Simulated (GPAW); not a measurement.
# Work function of 1T-PtS2 monolayer at several levels, part 2 of 2

Wanted: work functions and dipole of 1T-PtS2 monolayer, with the cost of each level. Where a layer proves gapped, the work function hangs on where the smearing puts the Fermi level, and the band edges take its place.

GPAW 26.7.0; GPAW, PAW setups; layer in a repeated cell with vacuum, relaxation of atoms and in-plane cell (the session's first sound run).

So far, upper work function (eV): step 3 (the slab's potential, PBE, GPAW) 5.48; step 5 (RPBE) 5.39; step 6 (GPAW, PAW setups) 5.74; step 7 (LDA) 5.72; step 8 (revPBE) 5.38.

## Step 9: Real-space grid: mode = "fd"

Level of this step: GPAW, PAW setups; slab in vacuum (GPAW).

A real-space grid is a second complete basis, so it checks the plane-wave result.

Contents of run.py:

```python
import json
import numpy as np
from ase import Atoms
from gpaw import GPAW

slab = Atoms(
    ['S', 'Pt', 'S'],
    positions=[
        [1.78665, 1.03152, 9.00000],
        [-0.00000, 0.00000, 10.23304],
        [-0.00000, 2.06305, 11.46608]],
    cell=[[3.5733, 0.0, 0.0], [-1.78665, 3.09457, 0.0], [0.0, 0.0, 20.4661]],
    pbc=[True, True, False])

slab.calc = GPAW(mode='fd', h=0.18, xc='PBE', kpts={'size': (9, 9, 1), 'gamma': True},
                 occupations={'name': 'fermi-dirac', 'width': 0.05}, nbands='160%',
                 convergence={'density': 1e-05}, maxiter=200,
                 poissonsolver={'dipolelayer': 'xy'},
                 symmetry={'tolerance': 1e-3}, txt='slab.txt')
result = {}
energy = slab.get_potential_energy()
fermi = slab.calc.get_fermi_level()
v = slab.calc.get_electrostatic_potential().mean((0, 1)) - fermi
n = slab.calc.get_pseudo_density().mean((0, 1))
L = slab.cell[2, 2]
z = np.arange(len(v)) * L / len(v)
low, high = slab.positions[:, 2].min(), slab.positions[:, 2].max()
below, above = np.interp([low - 6.8, high + 6.8], z, v)
slopes = [np.interp(x, z, np.gradient(v, z)) for x in (low - 6.8, high + 6.8)]
eps = np.array([[slab.calc.get_eigenvalues(k, s) for k in range(len(slab.calc.get_ibz_k_points()))]
                for s in range(slab.calc.get_number_of_spins())]) - fermi
top, bottom = eps[eps < 0].max(), eps[eps > 0].min()
dipole = slab.get_dipole_moment()[2]
print(f'energy {energy:.4f} eV, Fermi level {fermi:.4f} eV, dipole {dipole:.5f} e A')
print(f'potential 6.8 A off the faces, from the Fermi level: lower {below:.4f} eV, upper {above:.4f} eV')
print(f'slope of the potential there: lower {slopes[0]:.5f}, upper {slopes[1]:.5f} eV/A')
print(f'nearest levels on the mesh: {top:.4f} and {bottom:.4f} eV')
print('magnetic moment', round(slab.get_magnetic_moment(), 3))
result.update(energy=energy, fermi=fermi, dipole=dipole, below=below, above=above, slopes=slopes, edges=[top, bottom],
              z=z.tolist(), v=v.tolist(), n=n.tolist(), positions=slab.positions.tolist(),
              forces=slab.get_forces(apply_constraint=False).tolist(), moments=slab.get_magnetic_moments().tolist())
json.dump(result, open('result.json', 'w'))
```

Started as:

```console
OMP_NUM_THREADS=1 OPENBLAS_NUM_THREADS=1 python run.py
```

The program printed:

```text
energy -15.6120 eV, Fermi level -5.4824 eV, dipole -0.00021 e A
potential 6.8 A off the faces, from the Fermi level: lower 5.4808 eV, upper 5.4840 eV
slope of the potential there: lower -0.00000, upper 0.00000 eV/A
nearest levels on the mesh: -0.9201 and 0.8668 eV
magnetic moment 0.0
```

Elapsed: 55 s, on 1 thread of Arm Neoverse V2, shared host; peak memory 0.38 GiB.

This step gave:

- dipole along the normal: -2.06e-4 e·Å
- levels nearest the Fermi level on the mesh: -0.9201, 0.8668 eV from the Fermi level
- upper work function: 5.484 eV
- lower work function: 5.481 eV
- upper ionisation energy: 6.404 eV

Table of electrostatic potential energy of an electron (without an applied field's), less the Fermi level, planar mean by z:

| z (Å) | electrostatic potential energy of an electron (without an applied field's), less the Fermi level, planar mean (eV) |
| --- | --- |
| 0.0 | 5.48 |
| 0.5 | 5.48 |
| 1.0 | 5.48 |
| 1.5 | 5.48 |
| 2.0 | 5.48 |
| 2.5 | 5.48 |
| 3.0 | 5.48 |
| 3.5 | 5.48 |
| 4.0 | 5.48 |
| 4.5 | 5.48 |
| 5.0 | 5.48 |
| 5.5 | 5.48 |
| 6.0 | 5.48 |
| 6.5 | 5.46 |
| 7.0 | 5.39 |
| 7.5 | 5.08 |
| 8.0 | 3.60 |
| 8.5 | -2.77 |
| 9.0 | -14.8 |
| 9.5 | -8.64 |
| 10.0 | -14.2 |
| 10.5 | -13.6 |
| 11.0 | -8.90 |
| 11.5 | -14.7 |
| 12.0 | -2.06 |
| 12.5 | 3.79 |
| 13.0 | 5.12 |
| 13.5 | 5.40 |
| 14.0 | 5.47 |
| 14.5 | 5.48 |
| 15.0 | 5.48 |
| 15.5 | 5.48 |
| 16.0 | 5.48 |
| 16.5 | 5.48 |
| 17.0 | 5.48 |
| 17.5 | 5.48 |
| 18.0 | 5.48 |
| 18.5 | 5.48 |
| 19.0 | 5.48 |
| 19.5 | 5.48 |
| 20.0 | 5.48 |

The highest filled level lies 0.920 eV under the Fermi level, so the ionisation energy from the upper face is 5.484 + 0.920 = 6.404 eV, against 6.404 eV in the base run.

## Step 10: Atomic orbitals: mode = "lcao"

Atom-centred orbitals end a few angstrom from the surface, which tests how much the density's tail matters.

Changes to run.py since step 9:

```diff
@@ -14,4 +14,4 @@
 
-slab.calc = GPAW(mode='fd', h=0.18, xc='PBE', kpts={'size': (9, 9, 1), 'gamma': True},
-                 occupations={'name': 'fermi-dirac', 'width': 0.05}, nbands='160%',
+slab.calc = GPAW(mode='lcao', basis='dzp', h=0.18, xc='PBE', kpts={'size': (9, 9, 1), 'gamma': True},
+                 occupations={'name': 'fermi-dirac', 'width': 0.05}, nbands='120%',
                  convergence={'density': 1e-05}, maxiter=200,
```

The program printed:

```text
energy -14.4770 eV, Fermi level -5.4625 eV, dipole -0.00021 e A
potential 6.8 A off the faces, from the Fermi level: lower 5.4609 eV, upper 5.4641 eV
slope of the potential there: lower 0.00000, upper 0.00000 eV/A
nearest levels on the mesh: -0.9213 and 0.8769 eV
magnetic moment 0.0
```

Elapsed: 26 s, on 1 thread; peak memory 0.24 GiB.

Numbers from this step:

- dipole along the normal: -2.07e-4 e·Å
- levels nearest the Fermi level on the mesh: -0.9213, 0.8769 eV from the Fermi level
- upper work function: 5.464 eV
- lower work function: 5.461 eV
- upper ionisation energy: 6.385 eV

The highest filled level lies 0.921 eV under the Fermi level, so the ionisation energy from the upper face is 5.464 + 0.921 = 6.385 eV, against 6.404 eV in the base run.

## Step 11: The ladder

Times are for 1 thread of Arm Neoverse V2, shared host. The runs compared:

| no. | run | upper ionisation energy (eV) | time | memory (GiB) |
| --- | --- | --- | --- | --- |
| 1 | pw | 6.404 | 25 s | 0.2 |
| 2 | vdW DF2 | 6.833 | 33 s | 0.35 |
| 3 | RPBE | 6.329 | 25 s | 0.2 |
| 4 | optPBE vdW | 6.657 | 33 s | 0.36 |
| 5 | LDA | 6.604 | 22 s | 0.19 |
| 6 | revPBE | 6.318 | 25 s | 0.2 |
| 7 | fd | 6.404 | 55 s | 0.38 |
| 8 | lcao | 6.385 | 26 s | 0.24 |

## Step 12: Side by side

Results and costs are gathered.

This step: comparison of work functions, dipole and cost (GPAW 26.7.0).

Ladder, by row:

| step | code | work function, upper (eV) | work function, lower (eV) | dipole (e Å) | wall time (s) | peak memory (GiB) | threads |
| --- | --- | --- | --- | --- | --- | --- | --- |
| pw | GPAW | 5.484 | 5.481 | -1.99e-4 | 24.62 | 0.2 | 1 |
| vdW-DF2 | GPAW | 5.907 | 5.904 | -1.99e-4 | 33.2 | 0.35 | 1 |
| RPBE | GPAW | 5.39 | 5.387 | -1.99e-4 | 24.86 | 0.2 | 1 |
| optPBE-vdW | GPAW | 5.741 | 5.738 | -1.99e-4 | 33.31 | 0.36 | 1 |
| LDA | GPAW | 5.723 | 5.72 | -1.99e-4 | 22.31 | 0.19 | 1 |
| revPBE | GPAW | 5.382 | 5.379 | -1.99e-4 | 24.6 | 0.2 | 1 |
| fd | GPAW | 5.484 | 5.481 | -2.06e-4 | 55.27 | 0.38 | 1 |
| lcao | GPAW | 5.464 | 5.461 | -2.07e-4 | 26.45 | 0.24 | 1 |

## Step 13: A changed run

One more run, with changed settings.

This step: GPAW, PAW setups; slab in vacuum (GPAW 26.7.0).

Changes to run.py since step 10:

```diff
@@ -3,3 +3,3 @@
 from ase import Atoms
-from gpaw import GPAW
+from gpaw import GPAW, PW
 
@@ -14,5 +14,5 @@
 
-slab.calc = GPAW(mode='lcao', basis='dzp', h=0.18, xc='PBE', kpts={'size': (9, 9, 1), 'gamma': True},
-                 occupations={'name': 'fermi-dirac', 'width': 0.05}, nbands='120%',
-                 convergence={'density': 1e-05}, maxiter=200,
+slab.calc = GPAW(mode=PW(400), xc='pbe96', kpts={'size': (9, 9, 1), 'gamma': True},
+                 occupations={'name': 'fermi-dirac', 'width': 0.05}, nbands='160%',
+                 convergence={'density': 1e-05}, maxiter=50,
                  poissonsolver={'dipolelayer': 'xy'},
```

The program printed:

```text
NameError: Unknown functional: pbe96.
```

It took 0.64 s on 1 thread; peak memory 0.1 GiB.

The program refused the input before any cycle.

The program's message: “NameError: Unknown functional: pbe96.”

The change that led to it: xc = "pbe96".

## Step 14: What came out

| Property | Result |
| --- | --- |
| work function, both faces (Fermi level placed in the gap by the smearing) | 5.48 eV |
| ionisation energy from the upper face (highest filled level on the mesh) | 6.40 eV |
| electron affinity from the upper face (lowest empty Kohn-Sham level on the mesh) | 4.62 eV |
| dipole along the normal | -2.0e-4 e Å |

With plane waves and PBE the ionisation energy from the upper face is 6.40 eV and the Kohn-Sham electron affinity 4.62 eV. The levels nearest the Fermi level on the mesh lie 1.79 eV apart, so the slab is gapped there: the smearing puts the Fermi level inside the gap, and from either face the ionisation energy is the work function plus 0.92 eV. Both are Kohn-Sham levels on the mesh, and semilocal gaps are too small, so the affinity tends to come out too large and the ionisation energy too small. Work functions of a gapped slab move with the place of the Fermi level in the gap; over the runs without a planted fault the highest filled level on the mesh lies 6.32 (revPBE) to 6.83 eV (vdW-DF2) under the upper vacuum level. With elements this heavy, spin-orbit coupling can move band edges by tenths of an eV. The layer's cell and atoms come from the relaxation; spin-orbit coupling and temperature are left out.

[Logs are printed without paths, hosts, clocks, repeated set-up lines and the standing remarks that a program may print on its own settings, such as how far it seeks lower states.]

[Hosts, paths, dates, database ids (printed as entryN), source tags and the programs' standing remarks are cut or masked in the printed files.]
